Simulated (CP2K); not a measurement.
Consider ethynylcyclopropane at its PBE geometry (Å).

```xyz
11

C     2.5134   -0.1490    0.0463
C     1.3318   -0.0771    0.3157
C    -0.0689    0.0101    0.6187
C    -1.0847   -0.6913   -0.2790
C    -0.9943    0.8089   -0.2955
H     3.5533   -0.2147   -0.1934
H    -0.3107    0.0374    1.6822
H    -0.6851   -1.2372   -1.1309
H    -1.9378   -1.1572    0.2112
H    -1.7841    1.3857    0.1831
H    -0.5329    1.2843   -1.1584
```

Method: CP2K XAS_TDP, all-electron GAPW, PBEh(45%), aug-cc-pVDZ, TDA, no relativity.

Question: Where do the C K-edge lines lie, and how strong are they?

Leading lines: C1 281.94 eV, C2 282.22 eV, C3 284.59 eV and C4 284.36 eV. The leading line of an atom is its first one with 35 % of the strongest within 2.5 eV of its lowest line over the strength cut. 

The first six lines of each atom with a strength over 0.0015:

```csv
atom,energy (eV),states,"strength, one atom"
C1 (bonded to C and H),281.94,1,0.0474
,282.22,1,0.0445
,284.10,1,0.0046
,284.70,1,0.0049
,284.99,1,0.0024
,285.12,1,0.0019
C2 (bonded to 2 C),282.22,1,0.0499
,282.35,1,0.0513
,285.73,1,0.0028
,287.65,1,0.0025
,287.68,1,0.0030
,288.32,1,0.0021
C3 (bonded to 3 C and H),284.59,1,0.0106
,284.84,1,0.0139
,285.70,1,0.0050
,285.95,1,0.0023
,286.84,1,0.0251
,287.13,1,0.0021
"C4 (bonded to 2 C and 2 H), 2 alike",284.23,1,0.0093
,284.36,1,0.0332
,284.68,1,0.0134
,285.35,1,0.0033
,285.82,1,0.0032
,286.10,1,0.0026
```

Lines are vertical, at one geometry, with no vibrational structure. Without a correction of the core level, line positions, and the gaps between valence and Rydberg lines, follow the share of exact exchange. At this level such K lines come out 3 to 6 eV under measured ones. These values hold no scalar relativity, about 0.1 eV for C 1s. Rydberg lines, and the discretised continuum above threshold, depend on the basis and the box.

[Banner, clock and machine lines of the logs are left out without a mark of their own.]

[Logs are printed without paths, hosts, clocks, repeated set-up lines and the standing remarks that a program may print on its own settings, such as how far it seeks lower states.]

[Hosts, paths, dates, database ids (printed as entryN), source tags and the programs' standing remarks are cut or masked in the printed files.]
